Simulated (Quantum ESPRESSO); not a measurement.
# CaMn2As2: non-collinear starts, part 2 of 2

Wanted: energies and final angles of several spin textures of CaMn2As2

Quantum ESPRESSO 7.5; LDA; plane waves with GBRV 1.5 LDA potentials, no spin-orbit coupling.

So far, absolute magnetization (μB): step 2 (start 1: collinear parallel) 5.28; step 3 (start 2: two sublattices 60 degrees apart) 5.28.

### 4. Start 3: collinear alternating

pw.in

```
&CONTROL
  calculation = 'scf'
  prefix = 'pwscf'
  outdir = './tmp'
  pseudo_dir = './pseudo'
  disk_io = 'nowf'
/
&SYSTEM
  ibrav = 0
  nat = 5
  ntyp = 4
  ecutwfc = 34
  ecutrho = 238
  nbnd = 68
  occupations = 'smearing'
  smearing = 'fd'
  degauss = 0.00734986
  noncolin = .true.
  starting_magnetization(1) = 0
  starting_magnetization(2) = 0.2333
  angle1(2) = 0
  angle2(2) = 0
  starting_magnetization(3) = 0.2333
  angle1(3) = 180
  angle2(3) = 0
  starting_magnetization(4) = 0
/
&ELECTRONS
  conv_thr = 1d-08
  electron_maxstep = 150
  mixing_beta = 0.3
/
ATOMIC_SPECIES
Ca     40.0780 ca_lda_v1.uspp.F.UPF
Mn1    54.9380 mn_lda_v1.5.uspp.F.UPF
Mn2    54.9380 mn_lda_v1.5.uspp.F.UPF
As     74.9216 as_lda_v1.uspp.F.UPF
CELL_PARAMETERS angstrom
   4.0003377127    0.0000000000    0.0000000000
  -2.0001688564    3.4643940829    0.0000000000
   0.0000000000    0.0000000000    6.9955350000
ATOMIC_POSITIONS crystal
Ca      0.0000000000    0.0000000000    0.0000000000
Mn1     0.3333333300    0.6666666700    0.6158690000
Mn2     0.6666666700    0.3333333300    0.3841310000
As      0.6666666700    0.3333333300    0.7290990000
As      0.3333333300    0.6666666700    0.2709010000
K_POINTS automatic
5 5 3 0 0 0
```

Run with:

```sh
OMP_NUM_THREADS=1 mpirun -n 4 pw.x -nk 4 -in pw.in > pw.out
```

Log:

```text
     [... lines left out ...]
Program PWSCF v.7.5 starts
     [... lines left out ...]
     number of atoms/cell      =            5
     [... lines left out ...]
     number of electrons       =        50.00
     number of Kohn-Sham states=           68
     kinetic-energy cutoff     =      34.0000  Ry
     charge density cutoff     =     238.0000  Ry
     scf convergence threshold =      1.0E-08
     [... lines left out ...]
     Noncollinear calculation without spin-orbit
     [... lines left out ...]
      6 Sym. Ops. (no inversion) found
     [... lines left out ...]
     number of k points=    16  Fermi-Dirac smearing, width (Ry)=  0.0073
     [... lines left out ...]
     iteration # 15     ecut=    34.00 Ry     beta= 0.30
     [... lines left out ...]
     atom number    1 relative position :    0.0000   0.0000   0.0000
     [... lines left out ...]
     magnetization :         -0.000000    0.000000    0.000000
     [... lines left out ...]
     atom number    2 relative position :   -0.0000   0.5774   1.0770
     [... lines left out ...]
     magnetization :          0.000000   -0.000000    2.948127
     [... lines left out ...]
     atom number    3 relative position :    0.5000   0.2887   0.6717
     [... lines left out ...]
     magnetization :         -0.000000    0.000000   -2.948155
     [... lines left out ...]
     atom number    4 relative position :    0.5000   0.2887   1.2750
     [... lines left out ...]
     magnetization :          0.000000   -0.000000   -0.009569
     [... lines left out ...]
     atom number    5 relative position :   -0.0000   0.5774   0.4737
     [... lines left out ...]
     magnetization :         -0.000000    0.000000    0.009571
     [... lines left out ...]
     the Fermi energy is     9.6544 ev
!    total energy              =    -577.06697505 Ry
     estimated scf accuracy    <          2.4E-09 Ry
     smearing contrib. (-TS)   =      -0.00734399 Ry
     [... lines left out ...]
     total magnetization       =    -0.00    -0.00    -0.00 Bohr mag/cell
     absolute magnetization    =     6.74 Bohr mag/cell
     convergence has been achieved in  15 iterations
```

The job ended after 45 s (4 MPI ranks of Arm Neoverse V1, shared host; peak memory 0.59 GiB).

Spin moment in the atom's sphere by atom:

```csv
atom,x (μB),y (μB),z (μB),size
Ca1,0.00,0.00,0.00,0.00
Mn2,0.00,0.00,2.95,2.95
Mn3,0.00,0.00,-2.95,2.95
As4,0.00,0.00,-0.01,0.01
As5,0.00,0.00,0.01,0.01
```

This step gave:

```yaml
smearing_term_ts: 0.09992 eV
magnetization: 0, 0, 0 μB
absolute_magnetization: 6.745 μB
final_state: antiferromagnetic
```

### 5. Start 4: random 1

pw.in, as its differences from that of step 4:

```diff
@@ -19,9 +19,10 @@
   starting_magnetization(1) = 0
-  starting_magnetization(2) = 0.2333
-  angle1(2) = 0
-  angle2(2) = 0
+  starting_magnetization(2) = 0.2334
+  angle1(2) = 39.2
+  angle2(2) = 32.005
   starting_magnetization(3) = 0.2333
-  angle1(3) = 180
-  angle2(3) = 0
+  angle1(3) = 92.522
+  angle2(3) = -143.302
   starting_magnetization(4) = 0
+  nosym = .true.
 /
```

Log:

```text
     [... lines left out ...]
Program PWSCF v.7.5 starts
     [... lines left out ...]
     number of atoms/cell      =            5
     [... lines left out ...]
     number of electrons       =        50.00
     number of Kohn-Sham states=           68
     kinetic-energy cutoff     =      34.0000  Ry
     charge density cutoff     =     238.0000  Ry
     scf convergence threshold =      1.0E-08
     [... lines left out ...]
     Noncollinear calculation without spin-orbit
     [... lines left out ...]
     No symmetry found
     [... lines left out ...]
     number of k points=    75  Fermi-Dirac smearing, width (Ry)=  0.0073
     [... lines left out ...]
     iteration # 23     ecut=    34.00 Ry     beta= 0.30
     [... lines left out ...]
     atom number    1 relative position :    0.0000   0.0000   0.0000
     [... lines left out ...]
     magnetization :          0.000002    0.000002   -0.000006
     [... lines left out ...]
     atom number    2 relative position :   -0.0000   0.5774   1.0770
     [... lines left out ...]
     magnetization :          2.161549    1.506930    1.322771
     [... lines left out ...]
     atom number    3 relative position :    0.5000   0.2887   0.6717
     [... lines left out ...]
     magnetization :         -2.161250   -1.506617   -1.323586
     [... lines left out ...]
     atom number    4 relative position :    0.5000   0.2887   1.2750
     [... lines left out ...]
     magnetization :         -0.007015   -0.004891   -0.004291
     [... lines left out ...]
     atom number    5 relative position :   -0.0000   0.5774   0.4737
     [... lines left out ...]
     magnetization :          0.007014    0.004889    0.004297
     [... lines left out ...]
     the Fermi energy is     9.6545 ev
!    total energy              =    -577.06697504 Ry
     estimated scf accuracy    <          2.5E-09 Ry
     smearing contrib. (-TS)   =      -0.00734260 Ry
     [... lines left out ...]
     total magnetization       =     0.00     0.00    -0.00 Bohr mag/cell
     absolute magnetization    =     6.75 Bohr mag/cell
     convergence has been achieved in  23 iterations
```

Wall time 4.9 min (4 MPI ranks); peak memory 0.84 GiB; 19 min of CPU time.

Spin moment in the atom's sphere by atom:

```
atom  x (μB)  y (μB)  z (μB)  size
 Ca1    0.00    0.00    0.00  0.00
 Mn2    2.16    1.51    1.32  2.95
 Mn3   -2.16   -1.51   -1.32  2.95
 As4   -0.01    0.00    0.00  0.01
 As5    0.01    0.00    0.00  0.01
```

Read from the output:

- smearing term TS: 0.09990 eV
- magnetization: 0, 0, -0.001 μB
- absolute magnetization: 6.745 μB
- final state: antiferromagnetic

### 6. The textures together

Textures, by row:

```
                           start        final state  energy over the lowest (meV a seeded atom)  smallest moment (μB)  largest moment (μB)  net moment (μB a cell)  angles to the first moment (degrees)
              collinear parallel      ferromagnetic                                       131.6                 2.307                2.307                   4.789                                     0
two sublattices 60 degrees apart      ferromagnetic                                       131.6                 2.307                2.308                   4.789                                     0
           collinear alternating  antiferromagnetic                                           0                 2.948                2.948                       0                                   180
                        random 1  antiferromagnetic                                           0                 2.948                2.948                0.001048                                   180
```

### 7. Summary of results

| Property | Result |
| --- | --- |
| lowest start | collinear alternating and random 1 |
| its final state | antiferromagnetic |
| its moments | 2.95 μB |
| its net moment | 0 μB a cell |

What this shows: No finished start ends non-collinear. The mesh is coarse, so differences of some ten meV can be noise where moments are itinerant. Without spin–orbit coupling only the angles between moments matter. The cell holds only so many moments, so longer spirals cannot form in it. Energies are free energies at an electronic temperature of 1160 K, which lowers moments and differences where the moments are itinerant. The cutoff lies under the 40 Ry that these files are usually run at.

[Logs and program files are shortened in this print: banners, set-up blocks, solver, clock and traceback lines can be left out without a mark of their own.]

[Logs are printed without paths, hosts, clocks, repeated set-up lines and the standing remarks that a program may print on its own settings, such as how far it seeks lower states.]

[Hosts, paths, dates, database ids (printed as entryN), source tags and the programs' standing remarks are cut or masked in the printed files.]

[Where a cell is said to come from a database of computed structures, the database is the Materials Project.]
